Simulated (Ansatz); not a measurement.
# Changed inputs in constrained RPA: RbFeF4 (P4/mmm)

Wanted: the sensitivity and cost of U and J for RbFeF4 (P4/mmm).

Method: constrained RPA on LDA, plane waves, PAW, in Ansatz 0.2.0.

This is a report of a sequence of runs, with most program output left out.

### Step 1. Starting point

Symmetry: P4/mmm, No. 123, tetragonal system. The conventional cell has a = 3.894 Å, b = 3.894 Å, c = 6.378 Å, α = 90.00°, β = 90.00°, γ = 90.00°. Nearest to Rb lie 8 F at 3.05 Å. Fe has 6 F at 1.89 to 1.95 Å nearest. F has 1 Fe at 1.89 Å and 4 Rb at 3.05 Å nearest. Nearest to F lie 2 Fe at 1.95 Å. Farther neighbours and most contacts between anions are not listed.

The cell and positions are those that the Materials Project relaxed with its own functionals (PBE, PBE+U or r2SCAN), kept fixed. The default PAW set here is soft_2. Its files were made with PBE.

### Step 2. Base: Fe d, bands v3 to c2, 4×4×4 mesh, medium accuracy

Constrained RPA screens the interaction with every transition except those inside the target bands, which a later many-body model would treat itself.

Input file input.yaml:

```yaml
crystal:
  lattice:
    - [0.0, -3.89406478, 0.0]
    - [0.0, 0.0, -3.89406478]
    - [6.37808434, 0.0, 0.0]
  atoms:
    - { symbol: Rb, position: [0.0, 0.0, 0.0] }
    - { symbol: Fe, position: [0.5, 0.5, 0.5] }
    - { symbol: F, position: [0.5, 0.5, 0.79594812] }
    - { symbol: F, position: [0.5, 0.5, 0.20405188] }
    - { symbol: F, position: [0.5, 0.0, 0.5] }
    - { symbol: F, position: [0.0, 0.5, 0.5] }
kpoints:
  mp_grid: { grid: [8, 8, 4] }
hamiltonian:
  xc: lda
scf:
  occupations: { method: gaussian, width: 0.08 }
  n_extra_bands: 19
  max_iter: 150
output:
  crpa:
    kmesh: [4, 4, 4]
    target_bands: [v3, c2]
    projections: [{ species: Fe, l: d, shell: 3 }]
  local_orbitals:
    kmesh: [8, 8, 8]
    orbitals: [{ species: Fe, l: d, shell: 3 }]
    window: { bands: [v3, c2] }
    seedname: lo
```

Started as:

```bash
$ ansatz run input.yaml --threads 4 --pin off --max-ram 9216MiB --backend cpu --events-out ev --progress --plain --runs-dir out
```

Wall time 9.9 min (4 threads of Arm Neoverse N1, shared host); peak memory 0.76 GiB; 38 min of CPU time.

This step gave:

```
U                                                 : 5.973 eV
U prime (inter-orbital)                           : 4.905 eV
J                                                 : 0.5247 eV
bare V                                            : 20.07 eV
bare J                                            : 0.6619 eV
stated bound on U                                 : 0.009217 eV
U over bare V                                     : 0.2976
electrons in the window                           : 5.000
head of the constrained inverse dielectric matrix : 0.3974
least eigenvalue of the projection's overlap      : 0.5995
target functions                                  : 5
bands in the sums                                 : 58
r.m.s. miss of the model bands                    : 1.31e-4 eV
width of the target bands                         : 3.154 eV
weight of the projected orbitals in the window    : 0.7804
```

On the Fe d shell, screening brings the on-site interaction from 20.1 eV down to U = 5.97 eV.

### Step 3. Changed: 4×4×2 mesh

input.yaml: that of step 2 with these lines changed.

```diff
@@ -22,9 +22,4 @@
   crpa:
-    kmesh: [4, 4, 4]
+    kmesh: [4, 4, 2]
     target_bands: [v3, c2]
     projections: [{ species: Fe, l: d, shell: 3 }]
-  local_orbitals:
-    kmesh: [8, 8, 8]
-    orbitals: [{ species: Fe, l: d, shell: 3 }]
-    window: { bands: [v3, c2] }
-    seedname: lo
```

Elapsed: 3.9 min, on 4 threads; peak memory 0.68 GiB.

This step gave:

- U: 5.997 eV
- U prime (inter-orbital): 4.927 eV
- J: 0.5251 eV
- bare V: 20.10 eV
- bare J: 0.6623 eV
- stated bound on U: 0.01173 eV
- U over bare V: 0.2984
- electrons in the window: 5.000
- head of the constrained inverse dielectric matrix: 0.3934
- least eigenvalue of the projection's overlap: 0.5995
- target functions: 5
- bands in the sums: 58
- width of the target bands: 3.154 eV
- weight of the projected orbitals in the window: 0.7804

On the Fe d shell, screening brings the on-site interaction from 20.1 eV down to U = 6.00 eV.

### Step 4. Changed: 2×2×2 mesh

input.yaml: that of step 3 with these lines changed.

```diff
@@ -22,3 +22,3 @@
   crpa:
-    kmesh: [4, 4, 2]
+    kmesh: [2, 2, 2]
     target_bands: [v3, c2]
```

Elapsed: 44 s, on 4 threads; peak memory 0.6 GiB.

Numbers from this step:

```
U                                                 : 6.367 eV
U prime (inter-orbital)                           : 5.274 eV
J                                                 : 0.5320 eV
bare V                                            : 20.33 eV
bare J                                            : 0.6712 eV
stated bound on U                                 : 0.02266 eV
U over bare V                                     : 0.3131
electrons in the window                           : 5.000
head of the constrained inverse dielectric matrix : 0.3722
least eigenvalue of the projection's overlap      : 0.5995
target functions                                  : 5
bands in the sums                                 : 58
width of the target bands                         : 3.154 eV
weight of the projected orbitals in the window    : 0.7804
```

On the Fe d shell, screening brings the on-site interaction from 20.3 eV down to U = 6.37 eV.

### Step 5. Changed: smooth pair densities

input.yaml: that of step 4 with these lines changed.

```diff
@@ -22,4 +22,5 @@
   crpa:
-    kmesh: [2, 2, 2]
+    kmesh: [4, 4, 4]
     target_bands: [v3, c2]
     projections: [{ species: Fe, l: d, shell: 3 }]
+    pair_densities: pseudo
```

It took 10 min on 4 threads; peak memory 0.66 GiB.

Numbers from this step:

| Property | Result |
| --- | --- |
| U | 6.030 eV |
| U prime (inter-orbital) | 4.898 eV |
| J | 0.5579 eV |
| bare V | 20.07 eV |
| bare J | 0.6619 eV |
| stated bound on U | 0.003242 eV |
| U over bare V | 0.3004 |
| electrons in the window | 5.000 |
| head of the constrained inverse dielectric matrix | 0.3978 |
| least eigenvalue of the projection's overlap | 0.5995 |
| target functions | 5 |
| bands in the sums | 58 |
| width of the target bands | 3.154 eV |
| weight of the projected orbitals in the window | 0.7804 |

On the Fe d shell, screening brings the on-site interaction from 20.1 eV down to U = 6.03 eV.

### Step 6. Changed: sums over states

input.yaml: that of step 5 with these lines changed.

```diff
@@ -25,2 +25,4 @@
     projections: [{ species: Fe, l: d, shell: 3 }]
-    pair_densities: pseudo
+    accuracy: sum_over_states
+    n_empty_bands: 108
+    ecut_chi: 250
```

It took 1.9 min on 4 threads; peak memory 0.81 GiB.

This variant gives U = 6.07 eV against 5.97 eV. It is a finite sum over empty states with no bound on its error and stays out of the table below.

### Step 7. Changed: spin-orbit coupling, which the program doesn't serve

This step: constrained RPA on LDA with spin-orbit coupling, plane waves, PAW.

input.yaml: that of step 6 with these lines changed.

```diff
@@ -20,2 +20,5 @@
   max_iter: 150
+magnetization:
+  noncollinear: true
+  spin_orbit: true
 output:
@@ -25,4 +28 @@
     projections: [{ species: Fe, l: d, shell: 3 }]
-    accuracy: sum_over_states
-    n_empty_bands: 108
-    ecut_chi: 250
```

Run time: 0.04 s. Hardware: 4 threads; peak memory 0.032 GiB.

The input was rejected at the start.

The program's message: “Error: output.crpa with magnetization.noncollinear: true — the cRPA pipeline runs scalar-band solve channels only (unpolarised or collinear) — spinor oscillator elements are not implemented; use a col …”

The fault put into this input: spin-orbit coupling, which the program doesn't serve.

### Step 8. Changed: volume -3 %

This step: constrained RPA on LDA, plane waves, PAW.

The cell differs from the one that the last finished run ended in (a 3.894 → 3.855 Å, b 3.894 → 3.855 Å, c 6.378 → 6.314 Å).

input.yaml: that of step 7 with these lines changed.

```diff
@@ -2,5 +2,5 @@
   lattice:
-    - [0.0, -3.89406478, 0.0]
-    - [0.0, 0.0, -3.89406478]
-    - [6.37808434, 0.0, 0.0]
+    - [0.0, -3.8547281029, 0.0]
+    - [0.0, 0.0, -3.8547281029]
+    - [6.3136548406, 0.0, 0.0]
   atoms:
@@ -20,5 +20,2 @@
   max_iter: 150
-magnetization:
-  noncollinear: true
-  spin_orbit: true
 output:
@@ -28 +25,6 @@
     projections: [{ species: Fe, l: d, shell: 3 }]
+  local_orbitals:
+    kmesh: [8, 8, 8]
+    orbitals: [{ species: Fe, l: d, shell: 3 }]
+    window: { bands: [v3, c2] }
+    seedname: lo
```

Run time: 10 min. Hardware: 4 threads; peak memory 0.72 GiB.

Numbers from this step:

```
U                                                 : 6.023 eV
U prime (inter-orbital)                           : 4.951 eV
J                                                 : 0.5267 eV
bare V                                            : 20.11 eV
bare J                                            : 0.6629 eV
stated bound on U                                 : 0.01117 eV
U over bare V                                     : 0.2995
electrons in the window                           : 5.000
head of the constrained inverse dielectric matrix : 0.3949
least eigenvalue of the projection's overlap      : 0.5972
target functions                                  : 5
bands in the sums                                 : 58
r.m.s. miss of the model bands                    : 1.30e-4 eV
width of the target bands                         : 3.311 eV
weight of the projected orbitals in the window    : 0.7781
```

On the Fe d shell, screening brings the on-site interaction from 20.1 eV down to U = 6.02 eV.

### Step 9. Side by side

Times are wall times on 4 threads of Arm Neoverse N1, shared host, good to a factor of about two.

```
                  run  bare V (eV)  U (eV)  J (eV)  bound on U (eV)  width (eV)     time
        target window        20.07   5.973   0.525           0.0092        3.15  9.9 min
           4×4×2 mesh        20.10   5.997   0.525           0.0117        3.15  3.9 min
           2×2×2 mesh        20.33   6.367   0.532           0.0227        3.15     44 s
smooth pair densities        20.07   6.030   0.558           0.0032        3.15   10 min
          volume -3 %        20.11   6.023   0.527           0.0112        3.31   10 min
```

### Step 10. Outcome

| Property | Result |
| --- | --- |
| target window | U 5.97 eV, J 0.52 eV |
| 4×4×2 mesh | U 6.00 eV, J 0.53 eV |
| 2×2×2 mesh | U 6.37 eV, J 0.53 eV |
| smooth pair densities | U 6.03 eV, J 0.56 eV |
| volume -3 % | U 6.02 eV, J 0.53 eV |

**Reading.** 4×4×2 mesh moves U by +0.02 eV at 0.40 times the time. 2×2×2 mesh moves U by +0.39 eV at 0.074 times the time. Smooth pair densities moves U by +0.06 eV. Volume -3 % moves U by +0.05 eV. The printed bound covers the solver alone, not the mesh, and no denser mesh than the base was run. The parent state is non-magnetic and the interaction static (zero frequency); U depends on the window and the orbitals, so it belongs to this model alone.

[Paths, hosts, dates, memory and timing lines, banners, echoed tables and standing remarks are left out of the program output.]

[Logs are printed without paths, hosts, clocks, repeated set-up lines and the standing remarks that a program may print on its own settings, such as how far it seeks lower states.]

[Runs of the session that timed out or met a known fault of the program may be left out.]

[Hosts, paths, dates, database ids (printed as entryN), source tags and the programs' standing remarks are cut or masked in the printed files.]
